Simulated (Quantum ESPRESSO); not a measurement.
# Mo (Im-3m): coupling and resistivity with EPW, part 2 of 2

How strongly do phonons scatter the electrons of Mo (Im-3m), and how dense must the meshes be?

Quantum ESPRESSO 7.5; DFT LDA, scalar-relativistic, plane waves, PseudoDojo 0.4.1 norm-conserving pseudopotentials.

So far, coupling constant λ: step 8 (coupling and Tc: fine k 20×20×20, q 10×10×10, width 0.15 …) 0.438. Also resistivity at 300 K (μΩ cm): step 9 (resistivity: fine k 24×24×24, q 12×12×12, adaptive width …) 6.24; step 10 (fine q mesh 8×8×8, fine mesh 8×8×8) 1.56.

### 11. Coupling and Tc: fine k 32×32×32, q 16×16×16, width 0.1 eV, window 0.41 eV

The sum is repeated with other meshes, delta width and window to test it.

Contents of a2f-2.in:

```
--
 &inputepw
    prefix='x',
    outdir='./tmp',
    dvscf_dir='./save',
    elph=.true.,
    etf_mem=1,
    nbndsub=9,
    bands_skipped='exclude_bands = 1-4',
    use_ws=.true.,
    vme='wannier',
    asr_typ='crystal',
    nk1=12,
    nk2=12,
    nk3=12,
    nq1=6,
    nq2=6,
    nq3=6,
    amass(1)=95.95,
    epwwrite=.false.,
    epwread=.true.,
    wannierize=.false.,
    nkf1=32,
    nkf2=32,
    nkf3=32,
    nqf1=16,
    nqf2=16,
    nqf3=16,
    mp_mesh_k=.true.,
    ephwrite=.true.,
    eliashberg=.true.,
    liso=.true.,
    limag=.true.,
    tc_linear=.true.,
    tc_linear_solver='lapack',
    fsthick=0.41,
    degaussw=0.1,
    degaussq=0.5,
    nqstep=500,
    muc=0.13,
    wscut=0.3,
    nsiter=500,
    nstemp=7,
    temps=0.5 1.0 2.0 4.0 8.0 16.0 32.0,
 /
```

Started as:

```sh
$ OMP_NUM_THREADS=1 mpirun -n 16 epw.x -nk 16 -in a2f-2.in > a2f-2.out
```

Elapsed: 35 min, on 16 MPI ranks of Arm Neoverse V1, shared host; 9.3 h of CPU time.

Numbers from this step:

- coupling constant λ: 0.5288
- log mean phonon energy ħω_log: 23.86 meV
- density of states at the Fermi level: 0.3370 states/eV a spin and cell
- Fermi level on the fine mesh: 22.02 eV

A2F against phonon energy; read off at these points:

phonon energy (meV), a2F and a bar:
```
      1.0      0.000 
      2.0      0.001 
      3.0      0.001 
      4.0      0.000 
      5.0      0.002 
      6.0      0.004 
      7.0      0.007 
      8.0      0.005 
      9.0      0.003 
     10.0      0.009 
     11.0      0.015 #
     12.0      0.008 
     13.0      0.019 #
     14.0      0.026 #
     15.0      0.035 #
     16.0      0.021 #
     17.0      0.047 ##
     18.0      0.081 ###
     19.0      0.119 #####
     20.0      0.334 ##############
     21.0      0.331 ##############
     22.0      0.527 ######################
     23.0      0.578 ########################
     24.0      0.718 #############################
     24.4      0.734 ##############################
     25.0      0.541 ######################
     26.0      0.568 #######################
     27.0      0.298 ############
     28.0      0.337 ##############
     29.0      0.299 ############
     30.0      0.398 ################
     30.3      0.414 #################
     31.0      0.414 #################
     32.0      0.336 ##############
     33.0      0.283 ############
     34.0      0.090 ####
     35.0      0.009 
     36.0      0.000 
     37.0      0.000
```

Tc lies where the eigenvalue is 1; mu* = 0.13. Eigenvalue against temperature:

| T (K) | largest eigenvalue of the linearised gap equation |
| --- | --- |
| 0.5 | 1.821 |
| 1 | 1.55 |
| 2 | 1.28 |
| 4 | 1.013 |
| 8 | 0.75 |
| 16 | 0.4939 |
| 32 | 0.2507 |

λ = 0.529 and ħω_log = 23.9 meV, against 0.438 and 23.8 with fine k 20×20×20, q 10×10×10, width 0.15 eV (+21 % in λ). The eigenvalue passes 1 near 4.1 K.

### 12. Coupling and Tc: fine k 32×32×32, q 16×16×16, width 0.05 eV, window 0.3 eV

The sum is repeated with other delta width and window to test it.

a2f-3.in, as its differences from a2f-2.in of step 11:

```diff
@@ -35,4 +35,4 @@
     tc_linear_solver='lapack',
-    fsthick=0.41,
-    degaussw=0.1,
+    fsthick=0.3,
+    degaussw=0.05,
     degaussq=0.5,
```

Started as:

```sh
$ OMP_NUM_THREADS=1 mpirun -n 16 epw.x -nk 16 -in a2f-3.in > a2f-3.out
```

Run time: 22 min. Hardware: 16 MPI ranks.

The run was cut off at its time limit.

### 13. Outcome

| Property | Result |
| --- | --- |
| Wannier functions, band error | 9 functions; 2 meV r.m.s. |
| coupling constant λ, fine k 32×32×32, q 16×16×16, width 0.1 eV, window 0.41 eV | 0.529 |
| ħω_log | 23.9 meV |
| Tc at μ* = 0.13, Allen–Dynes | 2.7 K |
| resistivity at 300 K, 24×24×24 | 6.24 μΩ cm, unsound |

**Reading.** Step 7: No branch goes imaginary on this path. Step 11: The coupling constant from the curve is λ = 0.53; modes below 24.4 meV give half. Step 11: Distinct peaks of the a2F stand at 24.4 and 30.3 meV; the one at 24.4 meV is strongest. On the finest meshes run, Mo (Im-3m) has λ = 0.53 and an unconverged phonon-limited resistivity of 6.24 μΩ cm at 300 K. The resistivity rests on one fine mesh, a coarse one, and its convergence is untested: it is no result for this metal. On the finest mesh the adaptive width still reaches 0.70 eV against a window of 0.32 eV; the window, which cuts off final states, was not widened. N(E_F) runs from 0.33 to 0.34 states/eV a spin over these sums; λ is quoted for fine k 32×32×32, q 16×16×16, width 0.1 eV, and it is not converged. The Eliashberg Tc is interpolated in log T between temperatures a factor of two apart, and its μ* acts up to a cut-off of 0.3 eV, so it weighs less than the same number in Allen and Dynes's formula. The relaxed volume lies -3.2 % from the database entry, which shifts the phonons and with them λ and ρ. Over the sums on sound settings, λ spans 0.438 to 0.529, and the Allen–Dynes Tc 0.98 to 2.7 K. Between 150 and 500 K the resistivity rises by a factor of 2.91, against 3.33 for a straight line through the origin; phonon scattering should fall faster than that line on cooling, so the temperature dependence is not converged. Measured: resistivity: 5.52 μΩ cm at 300 K (at 300 K; handbook value for the pure polycrystalline metal; quoted in “CRC Handbook of Chemistry and Physics, 84th edition, Electrical Resistivity of Pure Metals”, 2003, CRC Press, section 12, read from Wikipedia's data page); the unsound value above is not graded against it. Measured: resistivity: 10.6 μΩ cm at 500 K (at 500 K; handbook value for the pure polycrystalline metal; quoted in “CRC Handbook of Chemistry and Physics, 84th edition, Electrical Resistivity of Pure Metals”, 2003, CRC Press, section 12, read from Wikipedia's data page); the unsound value above is not graded against it. The q mesh of ph.x (6×6×6), the k mesh and smearing of the ground state (12×12×12) and EPW's coarse k mesh (12×12×12) were not varied. Only scattering by harmonic phonons counts; impurities, grain boundaries and thermal expansion are left out, and μ* is typed.

Calculation against experiment:

```
                                                   quantity  measured      Allen–Dynes       Eliashberg
superconducting transition temperature (μ* = 0.13) (kelvin)      0.92  2.71 (+194.5 %)  4.14 (+350.4 %)
```

Measured values from Wikipedia's table of superconducting elements, as read in December (2026).

**Verdict.** For the superconducting transition temperature, of the levels listed nearest comes Allen–Dynes (+194.5 %, a clear miss) and farthest Eliashberg (+350.4 %, a clear miss). Limits of convergence are named above.

[The logs of pw.x and epw.x are selected lines.]

[Logs are printed without paths, hosts, clocks, repeated set-up lines and the standing remarks that a program may print on its own settings, such as how far it seeks lower states.]

[Hosts, paths, dates, database ids (printed as entryN), source tags and the programs' standing remarks are cut or masked in the printed files.]
